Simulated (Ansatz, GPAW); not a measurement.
# Reading EPR parameters

A 3d ion replaces Zn in ZnGeAs2, and the cell's charge is +0. A calculation (PBE+U, spin-orbit coupling in second variation, Ansatz) gives:

| Property | Result |
| --- | --- |
| S | 5/2 |
| g | 2.0033 (mean; the three values lie within 0.0002) |
| D | -0.0588 cm⁻¹ (-1.76 GHz) |
| moment in its sphere | 4.27 μB |

Q: Name the magnetic ion and its oxidation state.

The centre is Mn²⁺ on a Zn site. The spin sits on Mn, with 4 As at 2.51 Å round it. The site and the cell's charge make the ion 2+. The high-spin ion of that charge with S = 5/2 in this row is Mn²⁺ high-spin d⁵. Low-spin ions are left aside. The shift from the free-electron value is small, as for a half-filled shell without orbital momentum.

[Hosts, paths, dates, database ids (printed as entryN), source tags and the programs' standing remarks are cut or masked in the printed files.]
